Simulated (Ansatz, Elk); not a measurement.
# How far do independent atoms describe ZnSn2P2?

Structure refinements treat a crystal as free atoms side by side. For a made-up structure of ZnSn2P2 (cell and positions from a PBEsol relaxation) the runs below show what the calculated density changes in F(hkl).

Main program and level: Elk 11.2.3 (patched build); DFT, PBE, all-electron APW+lo, Dirac cores, scalar-relativistic bands, static density, no spin.

The structure was built from a prototype and need not be the compound's stable phase.

## (1) Set-up

Symmetry: I4/mmm, No. 139, tetragonal system. Conventional cell: a = 5.414 Å, b = 5.414 Å, c = 7.385 Å, α = 90.00°, β = 90.00°, γ = 90.00°. Nearest to Sn lie 4 P at 2.74 Å. Zn has 2 P at 2.28 Å nearest. P has 1 Zn at 2.28 Å and 4 Sn at 2.74 Å nearest. Farther neighbours are not listed.

## (2) Ground state and structure factors

An all-electron density is needed, since X-rays see the cores too. Task 0 finds the density and task 195 Fourier-transforms it; tshift is off so that phases refer to the origin typed.

elk.in

```
tasks
  0
  195

xctype
  20

spinpol
  .false.

rgkmax
  7.0

gmaxvr
  14.0

lmaxo
  7

lmaxapw
  8

swidth
  0.002

tshift
  .false.

ramdisk
  .false.

hmaxvr
  5.5

maxscl
  120

epspot
  1e-06

sppath
  './'

avec
  -5.11530514241 5.11530514241 6.97785646316
  5.11530514241 -5.11530514241 6.97785646316
  5.11530514241 5.11530514241 -6.97785646316

atoms
  3
  'Sn.in'
  2
  0.2500000000 0.7500000000 0.5000000000   0.000000 0.000000 0.000000
  0.7500000000 0.2500000000 0.5000000000   0.000000 0.000000 0.000000
  'Zn.in'
  1
  -0.0000000000 -0.0000000000 0.0000000000   0.000000 0.000000 0.000000
  'P.in'
  2
  0.3088718554 0.3088718554 -0.0000000000   0.000000 0.000000 0.000000
  0.6911281446 0.6911281446 -0.0000000000   0.000000 0.000000 0.000000

ngridk
  6 6 6
```

On the command line:

```bash
OMP_NUM_THREADS=4 elk
```

Numbers of over 12 decimals in the logs are rounded to 6 here.

Log:

```text
┌─────────────────────────┐
│ Elk code version 11.2.3 │
└─────────────────────────┘

All units are atomic (Hartree, Bohr, etc.)

┌─────────────────────────────────────────────────┐
│ Ground-state run starting from atomic densities │
└─────────────────────────────────────────────────┘

Lattice vectors :
  -5.115305142       5.115305142       6.977856463
   5.115305142      -5.115305142       6.977856463
   5.115305142       5.115305142      -6.977856463

Reciprocal lattice vectors :
 -0.2659126640E-16  0.6141554738      0.4502231696
  0.6141554738     -0.2659126640E-16  0.4502231696
  0.6141554738      0.6141554738     -0.1052356112E-16

Unit cell volume      :    730.3400458
Brillouin zone volume :   0.3396366047

Muffin-tin inner radius fraction :   0.1000000000E-01

Nuclei treated as point charges

Species : 1 (Sn)
 parameters loaded from : Sn.in
 name : tin
 nuclear charge    :   -50.00000000
 electronic charge :    50.00000000
 atomic mass :    216395.0922
 muffin-tin radius :    2.600000000
 number of radial points in muffin-tin :   1193
 inner part over the whole radius :   0.9914297220E-02
 number on inner part of muffin-tin    :    850
 approximate nuclear radius :   0.8828114845E-04
 number of mesh points to nuclear radius :    428
 atomic positions (lattice), magnetic fields (Cartesian) :
  1 :   0.25000000 -0.25000000  0.50000000    0.00000000  0.00000000  0.00000000
  2 :  -0.25000000  0.25000000  0.50000000    0.00000000  0.00000000  0.00000000

Species : 2 (Zn)
 parameters loaded from : Zn.in
 name : zinc
 nuclear charge    :   -30.00000000
 electronic charge :    30.00000000
 atomic mass :    119233.3130
 muffin-tin radius :    2.222883623
 number of radial points in muffin-tin :    993
 inner part over the whole radius :   0.9911189983E-02
 number on inner part of muffin-tin    :    700
 approximate nuclear radius :   0.7484757725E-04
 number of mesh points to nuclear radius :    339
 atomic positions (lattice), magnetic fields (Cartesian) :
  1 :   0.00000000  0.00000000  0.00000000    0.00000000  0.00000000  0.00000000

Species : 3 (P)
 parameters loaded from : P.in
 name : phosphorus
 nuclear charge    :   -15.00000000
 electronic charge :    15.00000000
 atomic mass :    56461.71230
 muffin-tin radius :    2.037643322
 number of radial points in muffin-tin :    793
 inner part over the whole radius :   0.9836489613E-02
 number on inner part of muffin-tin    :    552
 approximate nuclear radius :   0.6081821256E-04
 number of mesh points to nuclear radius :    250
 atomic positions (lattice), magnetic fields (Cartesian) :
  1 :   0.30887186  0.30887186  0.00000000    0.00000000  0.00000000  0.00000000
  2 :  -0.30887186 -0.30887186  0.00000000    0.00000000  0.00000000  0.00000000

Total number of atoms per unit cell :    5
Total muffin-tin volume :    264.1295657
 ratio of muffin-tin to unit cell volume :   0.3616528591

Spin treatment :
 spin-unpolarised

Number of Bravais lattice symmetries :   16
Number of crystal symmetries         :   16
Crystal has inversion symmetry
Real symmetric eigensolver will be used

k-point grid :      6     6     6
k-point offset :    0.000000000       0.000000000       0.000000000
k-point set is reduced with full crystal symmetry group
Total number of k-points :       30

Muffin-tin radius times maximum |G+k| :    7.000000000
 using average radius
Maximum |G+k| for APW functions       :    3.043962577
Maximum (1/2)|G+k|²                   :    4.632854086
Maximum |G| for potential and density :    14.00000000
Constant for pseudocharge density :    9
 order of it for each species :   16  16  16
 order of it for pair densities of each species (exact exchange by exxq0 0: 17) :   13   9   6
Radial integration step length :    1

G-vector grid sizes :     45    45    45
Number of G-vectors :    33859

Maximum angular momentum used for
 APW functions            :    8
 outer part of muffin-tin :    7
 inner part of muffin-tin :    2

Total nuclear charge    :   -160.0000000
[...]
electron entropic           :    -0.84038165763649E-03
 total energy                :     -14839.885631218

Density of states at Fermi energy :    69.14949680
 (states/Hartree/unit cell)

Estimated indirect band gap :   0.7517634458E-03
 from k-point 8 to k-point 7
Estimated direct band gap   :   0.1385174424E-01
 at k-point 19

Charges :
 core                        :    92.00000000
 valence                     :    68.00000000
 interstitial                :    9.573205347
 muffin-tins (core leakage)
  species : 1 (Sn)
   atom 1                    :    47.93687643     (  0.6761912301E-04)
[...]
species : 2 (Zn)
[...]
species : 3 (P)
[...]
total in muffin-tins        :    150.4267947
 total calculated charge     :    159.9977086
 total charge                :    160.0000000
 error                       :   0.2291356123E-02

RMS change in Kohn-Sham potential (target) :   0.3307463365     (  0.1000000000E-05)
Absolute change in total energy (target)   :   0.2825879251     (  0.1000000000E-03)

[... loops 3 to 14 left out ...]

┌──────────────────┐
│ Loop number : 15 │
└──────────────────┘

Energies :
 Fermi                       :     0.241364
 sum of occupied eigenvalues :     -8867.9525285987
 electron kinetic            :      15525.890138106
 core electron kinetic       :      14821.012406842
 Coulomb                     :     -29915.540244215
 Coulomb potential           :     -23809.106809793
 nuclear-nuclear             :     -1563.0427717222
 electron-nuclear            :     -32926.512632587
 Hartree                     :      4574.0151600936
 Madelung                    :     -18010.986839319
 xc potential                :     -584.73585691139
 exchange                    :     -440.73916612915
 correlation                 :     -8.051262
 electron entropic           :    -0.68567607243464E-03
 total energy                :     -14838.441219866

Density of states at Fermi energy :    56.41730365
 (states/Hartree/unit cell)

Estimated indirect band gap :   0.4300697986E-02
 from k-point 12 to k-point 22
Estimated direct band gap   :   0.2439058218E-01
 at k-point 19

Charges :
 core                        :    92.00000000
 valence                     :    68.00000000
 interstitial                :    9.544924411
 muffin-tins (core leakage)
  species : 1 (Sn)
[...]
species : 2 (Zn)
[...]
species : 3 (P)
[...]
total in muffin-tins        :    150.4550756
 total calculated charge     :    159.9977417
 total charge                :    160.0000000
 error                       :   0.2258266627E-02

RMS change in Kohn-Sham potential (target) :   0.5188256974E-07 (  0.1000000000E-05)
Absolute change in total energy (target)   :   0.9643030353E-04 (  0.1000000000E-03)

Convergence targets achieved

┌──────────────────┐
│ Loop number : 16 │
└──────────────────┘

Energies :
 Fermi                       :     0.241364
 sum of occupied eigenvalues :     -8867.9525284116
 electron kinetic            :      15525.890136367
 core electron kinetic       :      14821.012406767
 Coulomb                     :     -29915.540245513
 Coulomb potential           :     -23809.106811599
 nuclear-nuclear             :     -1563.0427717222
 electron-nuclear            :     -32926.512633213
 Hartree                     :      4574.0151594221
 Madelung                    :     -18010.986839714
 xc potential                :     -584.73585317993
 exchange                    :     -440.73916614462
 correlation                 :     -8.051262
 electron entropic           :    -0.68567606823317E-03
 total energy                :     -14838.441222918

Density of states at Fermi energy :    56.41730326
 (states/Hartree/unit cell)

Estimated indirect band gap :   0.4300702499E-02
 from k-point 12 to k-point 22
Estimated direct band gap   :   0.2439058136E-01
 at k-point 19

Charges :
 core                        :    92.00000000
 valence                     :    68.00000000
 interstitial                :    9.544924358
 muffin-tins (core leakage)
  species : 1 (Sn)
[...]
species : 2 (Zn)
   atom 1                    :    28.62277989     (  0.2301424788E-03)
  species : 3 (P)
   atom 1                    :    12.82515479     (  0.8006077676E-03)
   atom 2                    :    12.82515479     (  0.8006077676E-03)
 total in muffin-tins        :    150.4550756
 total calculated charge     :    159.9977417
 total charge                :    160.0000000
 error                       :   0.2258266589E-02

┌──────────────────────────────┐
│ Self-consistent loop stopped │
└──────────────────────────────┘

Warning : core states of species 2 leak from the muffin-tin :   0.2301424788E-03

Warning : core states of species 3 leak from the muffin-tin :   0.8006077676E-03

Wrote STATE.OUT
```

Elapsed: 34 s, on 4 threads of Arm Neoverse V2, shared host; peak memory 0.22 GiB; 93 s of CPU time.

SFACRHO.OUT:

```text

h k l indices transformed by vhmat matrix:
   1.000000000       0.000000000       0.000000000    
   0.000000000       1.000000000       0.000000000    
   0.000000000       0.000000000       1.000000000    

      h      k      l  multipl.   |H|            Re(F)            Im(F)           |F|

      0      0      0      1   0.0000000       160.00000      0.15345799E-15   160.00000    
      0      1     -1      8  0.76150368       18.104046      -0.0000000       18.104046    
      1     -1      0      4  0.86854700      -37.509366      0.92395046E-15   37.509366    
     -1     -1      1      2  0.90044634      -79.985846      0.10135504E-13   79.985846    
      1     -1     -1      4   1.2283109       128.70234     -0.26464696E-13   128.70234    
     -2      0      1      8   1.2510705       90.628869      0.19004070E-13   90.628869    
      2     -1      0     16   1.4452113       16.363311      -0.0000000       16.363311    
      2      1     -2      8   1.4837436       40.797923      -0.0000000       40.797923    
      0     -2      0      8   1.5230074      -68.498139      0.17737132E-13   68.498139    
      2     -2      0      4   1.7370940       113.62418      0.12376312E-14   113.62418    
      2      2     -2      2   1.8008927       95.668330      0.17737132E-13   95.668330    
      1     -2     -1      8   1.8966769       14.747035      -0.0000000       14.747035    
      3      0     -1     16   1.9261991       36.397247      -0.0000000       36.397247    
      2     -2     -1      8   1.9421301      -32.182873      0.39718698E-13   32.182873    
     -1      3     -1      8   1.9566040      -62.015383      0.22804884E-13   62.015383    
     -2     -2      3      8   1.9993970      -47.525999      0.25338760E-13   47.525999    
     -2      0      3     16   2.1407179       74.927005      0.67781184E-13   74.927005    
     -1     -3      1      8   2.1798996       87.831227      0.63346901E-14   87.831227
```

Elk indexes on the primitive cell of elk.in and gives |H| = 4π sin θ/λ in inverse bohr. Below, one row stands for each form hkl of the conventional cell (m members, Friedel mates merged), F is for one primitive cell and the density is static (no thermal factor). Free-atom factors are Waasmaier and Kirfel's, and R is Σm||F|−|F'||/Σm|F|.

```
hkl   m  sin θ/λ (Å⁻¹)  abs F, DFT  neutral atoms   diff.
101   8          0.115      18.104         18.242  -0.138
110   4          0.131      37.509         37.763  -0.254
002   2          0.135      79.986         79.569  +0.417
200   4          0.185     128.702        128.635  +0.067
112   8          0.188      90.629         91.048  -0.419
211  16          0.217      16.363         16.459  -0.096
103   8          0.223      40.798         41.056  -0.258
202   8          0.229      68.498         68.382  +0.117
220   4          0.261     113.624        114.081  -0.457
004   2          0.271      95.668         96.043  -0.375
301   8          0.285      14.747         14.885  -0.138
213  16          0.290      36.397         36.734  -0.337
310   8          0.292      32.183         31.996  +0.187
222   8          0.294      62.015         62.063  -0.047
114   8          0.301      47.526         47.244  +0.282
312  16          0.322      74.927         75.023  -0.096
204   8          0.328      87.831         88.051  -0.220
321  16          0.340      13.388         13.485  -0.097
303   8          0.344      33.578         33.742  -0.163
105   8          0.351       3.523          3.577  -0.054
400   4          0.369      96.875         96.842  +0.034
224   8          0.376      81.598         81.736  -0.138
```

## (3) The highest occupied states alone

An energy window below the Fermi level keeps the highest occupied states, to see at which angles they scatter; shallow core shells can lie inside it and anion s states outside. No new self-consistency is needed.

Edit elk.in of step 2 so:

```diff
@@ -1,3 +1,2 @@
 tasks
-  0
   195
@@ -40,2 +39,5 @@
 
+wsfac
+  -0.126130 0.541360
+
 sppath
```

On the command line:

```bash
OMP_NUM_THREADS=4 elk
```

Log:

```text
┌─────────────────────────────────┐
│ Elk code version 11.2.3 started │
└─────────────────────────────────┘

Info(readinput): the functional depends on the density's gradient
 muffin-tin radial points multiplied by    2.00000
 (not where nrmtscf is given)

┌────────────────────┐
│ Current task : 195 │
└────────────────────┘
Info(checkmt): changed muffin-tin radius of species 2 (Zn) from   2.4000 to   2.2229
Info(checkmt): changed muffin-tin radius of species 3 (P) from   2.2000 to   2.0376

Info(sfacrho): density structure factors written to SFACRHO.OUT

 Energy window :  -0.1261300000      0.5413600000

┌──────────────────┐
│ Elk code stopped │
└──────────────────┘
```

Run time: 11 s. Hardware: 4 threads; peak memory 0.17 GiB.

States within 10 eV below the Fermi level hold 26.14 electrons; any levels below the window count with the cores, and a count that is not whole means the window cuts a band. Their amplitudes can exceed the total, where window and core parts have opposite phase:

| hkl | sin θ/λ (Å⁻¹) | abs F, window | abs F, all |
| --- | --- | --- | --- |
| 101 | 0.115 | 7.922 | 18.104 |
| 110 | 0.131 | 10.477 | 37.509 |
| 002 | 0.135 | 4.695 | 79.986 |
| 200 | 0.185 | 10.354 | 128.702 |
| 112 | 0.188 | 7.074 | 90.629 |
| 211 | 0.217 | 6.626 | 16.363 |
| 103 | 0.223 | 7.812 | 40.798 |
| 202 | 0.229 | 6.304 | 68.498 |
| 220 | 0.261 | 6.006 | 113.624 |
| 004 | 0.271 | 5.435 | 95.668 |

## (4) Another functional

The difference from free atoms is small, so it is set against the change that PBEsol makes.

Edit elk.in of step 3 so:

```diff
@@ -1,2 +1,3 @@
 tasks
+  0
   195
@@ -4,3 +5,3 @@
 xctype
-  20
+  22
 
@@ -39,5 +40,2 @@
 
-wsfac
-  -0.126130 0.541360
-
 sppath
```

On the command line:

```bash
OMP_NUM_THREADS=4 elk
```

Log:

```text
┌─────────────────────────┐
│ Elk code version 11.2.3 │
└─────────────────────────┘

All units are atomic (Hartree, Bohr, etc.)

┌─────────────────────────────────────────────────┐
│ Ground-state run starting from atomic densities │
└─────────────────────────────────────────────────┘

Lattice vectors :
  -5.115305142       5.115305142       6.977856463
   5.115305142      -5.115305142       6.977856463
   5.115305142       5.115305142      -6.977856463

Reciprocal lattice vectors :
 -0.2659126640E-16  0.6141554738      0.4502231696
[...]
species : 3 (P)
   atom 1                    :    12.80970658     (  0.8068810484E-03)
   atom 2                    :    12.80970658     (  0.8068810484E-03)
 total in muffin-tins        :    150.4376110
 total calculated charge     :    159.9977170
 total charge                :    160.0000000
 error                       :   0.2282995827E-02

┌──────────────────────────────┐
│ Self-consistent loop stopped │
└──────────────────────────────┘

Warning : core states of species 2 leak from the muffin-tin :   0.2344112569E-03

Warning : core states of species 3 leak from the muffin-tin :   0.8068810484E-03

Wrote STATE.OUT
[key lines of the parts left out:]
total energy                :     -14830.422093639
```

It took 33 s on 4 threads; peak memory 0.22 GiB.

Against the first run R = 0.03 %; the largest change is -0.048 at 200.

## (5) A coarser k-mesh

About half the k-points along each axis test the sampling.

Edit elk.in of step 4 so:

```diff
@@ -5,3 +5,3 @@
 xctype
-  22
+  20
 
@@ -63,2 +63,2 @@
 ngridk
-  6 6 6
+  3 3 3
```

On the command line:

```bash
OMP_NUM_THREADS=4 elk
```

Log:

```text
┌─────────────────────────┐
│ Elk code version 11.2.3 │
└─────────────────────────┘

All units are atomic (Hartree, Bohr, etc.)

┌─────────────────────────────────────────────────┐
│ Ground-state run starting from atomic densities │
└─────────────────────────────────────────────────┘

Lattice vectors :
  -5.115305142       5.115305142       6.977856463
   5.115305142      -5.115305142       6.977856463
   5.115305142       5.115305142      -6.977856463

Reciprocal lattice vectors :
 -0.2659126640E-16  0.6141554738      0.4502231696
[...]
species : 3 (P)
   atom 1                    :    12.81829901     (  0.7990738404E-03)
   atom 2                    :    12.81829901     (  0.7990738404E-03)
 total in muffin-tins        :    150.4444943
 total calculated charge     :    159.9977448
 total charge                :    160.0000000
 error                       :   0.2255162815E-02

┌──────────────────────────────┐
│ Self-consistent loop stopped │
└──────────────────────────────┘

Warning : core states of species 2 leak from the muffin-tin :   0.2299778362E-03

Warning : core states of species 3 leak from the muffin-tin :   0.7990738404E-03

Wrote STATE.OUT
[key lines of the parts left out:]
total energy                :     -14838.445936563
```

The job ended after 20 s (4 threads; peak memory 0.21 GiB).

Against the first run R = 0.01 %; the largest change is -0.031 at 004.

## (6) Settings against the effect

```
          run  R against the first run (%)  R against neutral atoms, low angle (%)  wall time
PBE, rgkmax 7                         0.00                                    0.45       34 s
       PBEsol                         0.03                                    0.44       33 s
 k-mesh 3×3×3                         0.01                                    0.45       20 s
```

## (7) Summary of results

```
R against neutral atoms, sin θ/λ < 0.3 Å⁻¹ : 0.45 %
R against neutral atoms, 0.3 to 0.77 Å⁻¹   : 0.15 %
```

In words: Independent neutral atoms miss the calculated amplitudes by R = 0.45 % below 0.3 Å⁻¹ and 0.15 % from there to 0.77 Å⁻¹; by shells, 0.65 % below 0.15 Å⁻¹ (3 forms), 0.43 % 0.15 to 0.3 (11 forms), 0.22 % 0.3 to 0.45 (22 forms), 0.14 % above 0.45 (113 forms). Bonding, aspherical density and the tables' own atoms all enter these figures, and the runs don't part them. The largest change of an amplitude is -0.46 electrons, at 220. The window's part falls from 26.1 electrons at the origin to at most 3.12 between 0.45 and 0.77 Å⁻¹, where compact states inside the window still scatter. Below 0.3 Å⁻¹ the changes that finished (PBEsol and k-mesh 3×3×3) move F by R = 0.02 % at most, against the 0.45 % that separates it from free atoms. The basis has no finished test. Part of the difference isn't bonding: the tables are fits to free atoms and ions calculated by other methods than this functional. Thermal motion, anomalous dispersion and extinction are left out.

[Logs are printed without paths, hosts, clocks, repeated set-up lines and the standing remarks that a program may print on its own settings, such as how far it seeks lower states.]

[Hosts, paths, dates, database ids (printed as entryN), source tags and the programs' standing remarks are cut or masked in the printed files.]
